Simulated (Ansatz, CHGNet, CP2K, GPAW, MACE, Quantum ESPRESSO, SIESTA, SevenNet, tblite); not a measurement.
# tblite on Pt(100)/Be(0001) interface (64 atoms): settings against a plane-wave reference

How near does tblite come to plane waves for Pt(100)/Be(0001) interface (64 atoms)?

Program: tblite 0.8.0. Level of theory: the method is named at each step. Results are calculated unless marked as measured.

**1. Set-up**

The cell holds 64 atoms: 24 Pt and 40 Be. Cell: a = 7.883 Å, b = 6.126 Å, c = 15.503 Å, α = 90.0°, β = 90.0°, γ = 108.8°. Fcc Pt(100), 4 repeat layers, 6 surface cells, strained +0.45 and -1.26 %; hcp Be(0001), 2 layers, 10 cells, -0.45 and +1.29 %; outer planes 2.22 Å apart and 2.02 Å at the second interface of the periodic stack; not relaxed, displaced by a Gaussian of 0.02 Å. Then every atom was moved at random, 0.05 Å r.m.s. a Cartesian component. Regions: Pt, 24 atoms (24 Pt); Be, 40 atoms (40 Be). The structure's axis is c.

The yardstick, on the same geometry:

| Property | Result |
| --- | --- |
| method | Kohn-Sham DFT, PBE, SSSP efficiency 1.3.0 pseudopotentials, plane waves (Quantum ESPRESSO 7.5); sssp-pbe-1.3.0-efficiency, cutoffs 45/360 Ry, Γ point |
| r.m.s. force component | 0.7729 eV/Å |
| longest force | 2.882 eV/Å |
| pressure | 4.039 GPa |
| time | 2.3 min on 2 MPI ranks of Arm Neoverse V1, shared host |
| CPU time | 4.5 min |

**2. GFN1-xTB**

Method: GFN1-xTB tight binding, diagonalisation.

run.py

```python
import numpy as np
from ase.io import read
from tblite.ase import TBLite

atoms = read("structure.xyz")
atoms.calc = TBLite(method="GFN1-xTB", electronic_temperature=580, accuracy=1.0, max_iterations=250, mixer_damping=0.1, verbosity=1)
energy = atoms.get_potential_energy()
forces = atoms.get_forces()
print(f"energy {energy:.6f} eV")
print("forces (eV/A)")
for i, (a, f) in enumerate(zip(atoms, forces)):
    print(f"{i:4d} {a.symbol:2s} {f[0]:10.5f} {f[1]:10.5f} {f[2]:10.5f}")
stress = -atoms.get_stress(voigt=False) * 160.21766
print("stress (GPa, compression positive)")
for row in stress:
    print(" ".join(f"{x:10.4f}" for x in row))
print("charges (e)")
print(np.array2string(atoms.get_charges(), precision=4, suppress_small=True, max_line_width=110, threshold=100000))
```

structure.xyz

```xyz
64
Lattice="7.88350 0.00000 0.00000 -1.97134 5.80046 0.00000 0.00000 0.00000 15.50256" Properties=species:S:1:pos:R:3 pbc="T T T"
Pt 3.94419 3.93410 0.00899
Pt 4.00467 1.90534 1.94433
Pt 3.98575 3.82668 3.96168
Pt 3.95596 1.97627 5.77904
Pt 5.90145 1.91270 0.00403
Pt 5.95702 0.05725 2.01967
Pt 5.88998 2.00934 3.94230
Pt 5.88192 0.00615 5.99344
Pt -0.05415 3.82065 15.42040
Pt 0.07069 2.00980 1.93332
Pt -0.07973 3.80429 3.88587
Pt -0.03873 1.95458 5.93919
Pt 2.03658 1.96415 0.01721
Pt -0.07965 5.73770 1.90914
Pt 2.01498 2.02842 3.95222
Pt -0.07429 5.75696 5.96849
Pt 3.93517 0.02448 0.07178
Pt 2.04893 3.84385 2.00448
Pt 1.90648 5.70812 3.99594
Pt 1.95525 3.82836 5.86074
Pt -1.94958 5.76937 0.00264
Pt 5.96317 3.79188 2.11796
Pt 7.82816 0.01856 4.00881
Pt 5.91754 3.89043 5.98492
Be 1.57232 0.54130 8.07342
Be -1.01079 5.04350 9.93916
Be 1.57895 0.45406 11.62475
Be -0.91907 5.10417 13.46552
Be -0.27382 3.96850 8.17341
Be 6.92007 2.77030 9.86598
Be -0.28750 4.05771 11.63932
Be -0.92437 2.85139 13.45700
Be -0.34868 1.67152 8.07575
Be 6.94178 0.46056 9.93296
Be -0.25289 1.55110 11.54507
Be 6.88378 0.47442 13.49219
Be 5.61745 5.13016 8.17093
Be 5.13115 3.96815 10.01620
Be 5.55493 5.18631 11.80566
Be 4.93463 4.03654 13.43514
Be 5.67400 2.82204 8.15233
Be 4.92934 1.62738 9.95450
Be 5.60019 2.84484 11.84954
Be 4.92061 1.64402 13.52304
Be 5.62600 0.47987 8.18101
Be 3.04971 5.19188 9.84831
Be 5.66255 0.42407 11.70381
Be 3.03395 5.07563 13.43467
Be 3.51233 3.94524 8.21341
Be 3.00937 2.92691 9.93916
Be 3.71084 3.93294 11.71373
Be 2.91947 2.81868 13.45669
Be 3.65133 1.58150 8.17853
Be 3.03552 0.50528 10.01310
Be 3.61208 1.76172 11.67064
Be 3.09148 0.44385 13.41995
[... 4 atom lines left out ...]
Be 1.69250 2.84089 8.12815
Be 1.03970 1.66148 9.83622
Be 1.76355 2.80974 11.78257
Be 0.98149 1.76989 13.50862
```

On the command line:

```console
$ OMP_NUM_THREADS=1 python run.py > output.txt
```

Log:

```text
------------------------------------------------------------
  cycle        total energy    energy error   density error
------------------------------------------------------------
      1     -107.1200309885  -1.0691788E+02   1.2071022E+00
      2      102.9040330828   2.1002406E+02   1.6587388E+00
      3     -99.93619638925  -2.0284023E+02   1.2289090E+00
      4     -136.5604556462  -3.6624259E+01   8.1085664E-01
      5     -125.6497920109   1.0910664E+01   5.1745415E-01
      6     -84.01891427051   4.1630878E+01   7.3056053E-01
      7     -137.5265177590  -5.3507603E+01   2.3312588E-01
      8     -137.9136246495  -3.8710689E-01   1.2896623E-01
      9     -138.5058356731  -5.9221102E-01   9.9244708E-02
     10     -139.0159853602  -5.1014969E-01   5.1313173E-02
     11     -139.0954385317  -7.9453171E-02   4.5478898E-02
     12     -139.1606471417  -6.5208610E-02   3.3557691E-02
     13     -139.1970885677  -3.6441426E-02   2.8594222E-02
     14     -139.2046730685  -7.5845008E-03   1.8105168E-02
     15     -139.2188169350  -1.4143867E-02   1.0090084E-02
     16     -139.2189287036  -1.1176854E-04   5.5996106E-03
     17     -139.2210599790  -2.1312754E-03   3.3080521E-03
     18     -139.2209407190   1.1926005E-04   2.6711369E-03
     19     -139.2211095809  -1.6886191E-04   1.3553883E-03
     20     -139.2211210774  -1.1496537E-05   1.3976543E-03
     21     -139.2212576284  -1.3655097E-04   6.1350122E-04
     22     -139.2212523817   5.2466657E-06   4.0716512E-04
     23     -139.2212698465  -1.7464820E-05   1.2049324E-04
     24     -139.2212701855  -3.3900324E-07   4.9348225E-05
     25     -139.2212701067   7.8824229E-08   4.7536247E-05
     26     -139.2212701998  -9.3112931E-08   2.1364560E-05
     27     -139.2212702107  -1.0830263E-08   1.6136351E-05
------------------------------------------------------------
 total:                                   4.073 sec
energy -3788.403727 eV
forces (eV/A)
   0 Pt   -0.28386   -0.02577   -0.59168
   1 Pt   -0.66135   -0.42318    0.02973
   2 Pt   -0.42485    1.48334    0.29137
   3 Pt   -0.69644   -0.89001    1.59472
   4 Pt    0.40094   -0.09142   -0.75891
   5 Pt    0.14555   -0.56740    0.33914
   6 Pt   -0.02790   -2.54719    0.91859
   7 Pt    0.30301    0.03860    0.00488
   8 Pt    0.52261    0.52490   -0.66864
   9 Pt   -0.50542   -1.42875    0.04485
  10 Pt    1.09010    1.29719    1.15075
  11 Pt    0.03879   -0.31796   -0.50852
  12 Pt    0.11527   -0.65525   -0.42200
  13 Pt    0.97528    1.04850    0.79567
  14 Pt   -0.89811   -2.34738    0.06251
  15 Pt    1.03596    0.06452   -0.62495
  16 Pt   -0.07441   -0.68345   -0.68169
  17 Pt    0.09216    0.96972   -0.66130
  18 Pt    0.57100    1.01601   -0.39049
  19 Pt    0.27630    0.59199    1.53850
  20 Pt    0.28071    0.25412   -0.19848
  21 Pt   -0.65849    1.18862   -2.07969
  22 Pt    0.62680    0.99040   -0.13370
  23 Pt   -0.28858    0.02180    1.75723
[...]
56 Be    0.32119   -0.44003   -1.07598
  57 Be   -0.65892   -0.00407   -0.10312
  58 Be    0.36332   -0.16190   -0.60320
  59 Be   -0.33554    0.62124    0.71951
  60 Be    0.03524    0.13742   -0.45725
  61 Be   -0.46535    0.34165    0.01825
  62 Be   -0.26655   -0.33836   -0.90053
  63 Be   -0.45246   -0.50825   -0.21928
stress (GPa, compression positive)
   32.1494     8.6277    -1.2889
    8.6277    25.0793     0.6291
   -1.2889     0.6291    24.8422
charges (e)
[-0.2427  0.0159  0.0256 -0.1669 -0.229  -0.0147  0.0308 -0.2428 -0.2417 -0.001   0.0242 -0.21   -0.2203
 -0.0123  0.001  -0.2337 -0.1991  0.0024 -0.0088 -0.1955 -0.2278  0.0269 -0.0016 -0.2248  0.1184  0.0048
 -0.0049  0.1407  0.1444 -0.0075  0.0101  0.1299  0.1285  0.0116 -0.0134  0.1368  0.1325  0.0096  0.0245
  0.1464  0.1017  0.0166 -0.0167  0.1497  0.0995  0.0087 -0.005   0.1278  0.1289  0.0024  0.0101  0.1288
  0.0815  0.0066 -0.0063  0.1228  0.1233 -0.0055  0.0088  0.108   0.1     0.0031 -0.0065  0.1457]
```

It took 4.6 s on 1 thread of Arm Neoverse V1, shared host; peak memory 0.12 GiB.

Banners, paths, timers and routine set-up lines are dropped from the logs unmarked, and long logs keep their key lines alone; longer cuts are marked.

Numbers from this run, and their distance from the reference:

* r.m.s. force component: 0.6783 eV/Å
* r.m.s. difference of force components: 324 meV/Å
* longest difference of force vectors: 1699 meV/Å
* force difference over r.m.s. force: 41.91 %
* slope of forces against the reference's: 0.7972
* correlation of force components: 0.9084
* pressure: 27.36 GPa
* pressure difference: 23.32 GPa

Length of the force difference by element (eV/Å):

```csv
element,atoms,mean,most
Be,40,0.39,0.73
Pt,24,0.64,1.7
```

A closer look about Pt9, picked at random: 13 atoms, nearest first, numbered in the order of the input, with positions taken from that point.

```csv
atom,x,y,z,distance (Å),Mulliken charge (e),Fx,Fy,Fz (eV/Å)
Pt9,0.00,0.00,0.00,0.00,-0.24,0.52,0.52,-0.67
Be32,-0.87,-0.97,-1.96,2.36,0.13,-0.50,-0.34,0.06
Be60,1.06,0.14,-2.11,2.36,0.11,-0.34,0.62,0.72
Be28,-0.86,1.28,-1.95,2.49,0.14,-0.15,0.29,0.56
Pt10,0.12,-1.81,2.02,2.71,0.00,-0.51,-1.43,0.04
Pt5,-1.93,-1.91,0.09,2.71,-0.23,0.40,-0.09,-0.76
Pt21,-1.90,1.95,0.08,2.72,-0.23,0.28,0.25,-0.20
Pt14,-0.03,1.92,1.99,2.76,-0.01,0.98,1.05,0.80
Pt13,2.09,-1.86,0.10,2.80,-0.22,0.12,-0.66,-0.42
Pt17,2.02,2.00,0.15,2.85,-0.20,-0.07,-0.68,-0.68
Pt22,-1.87,-0.03,2.20,2.89,0.03,-0.66,1.19,-2.08
Pt18,2.10,0.02,2.09,2.96,0.00,0.09,0.97,-0.66
Be64,1.04,-2.05,-1.91,2.99,0.15,-0.45,-0.51,-0.22
```

Atoms are counted from 1 here, from 0 in the log.

Forces lie 42 % from the reference's, at 0.017 times its CPU time (on 1 against 2 cores).

**3. What came out**

```json
{"force difference from the reference": "tblite GFN1-xTB, 42 %", "its CPU time": "4.6 s"}
```

In words: Tight binding differs by 42 % (tblite GFN1-xTB); it is another model, with fitted parameters of its own, and the xTB methods hold dispersion. One electronic-structure run takes under half the reference's CPU time: tblite GFN1-xTB, at 42 % in 4.6 s against 4.5 min; its pressure misses by +23.3 GPa. Periodic xTB results under one method name differ between programs and library versions. The reference's pressure holds the uncorrected Pulay stress of its 45 Ry basis, so small pressure differences, and their order, may be the reference's own error. The cell is under 6 Å thick along one periodic direction, so every atom has periodic images of itself close by, which move with it and show among its neighbours and in g(r). The reference's stress is far from hydrostatic: its diagonal is 15.2, -0.5, -2.6 GPa, compression counted positive. The host structure and its lattice constant were typed by rule, without a check against the phase diagram. The reference's pressure of 4.0 GPa belongs to a cell and atoms that aren't relaxed at this level. The electronic-structure runs sample only Γ, in a cell whose shortest periodic width is 6 Å, which is coarse for a cell with partly filled levels. Spin–orbit coupling is left out, which matters for the levels of the heavy elements.

[Also dropped from logs without a mark: logging warnings of Python, and SIESTA's first energy breakdown and zero terms.]

[Logs are printed without paths, hosts, clocks, repeated set-up lines and the standing remarks that a program may print on its own settings, such as how far it seeks lower states.]

[Hosts, paths, dates, database ids (printed as entryN), source tags and the programs' standing remarks are cut or masked in the printed files.]
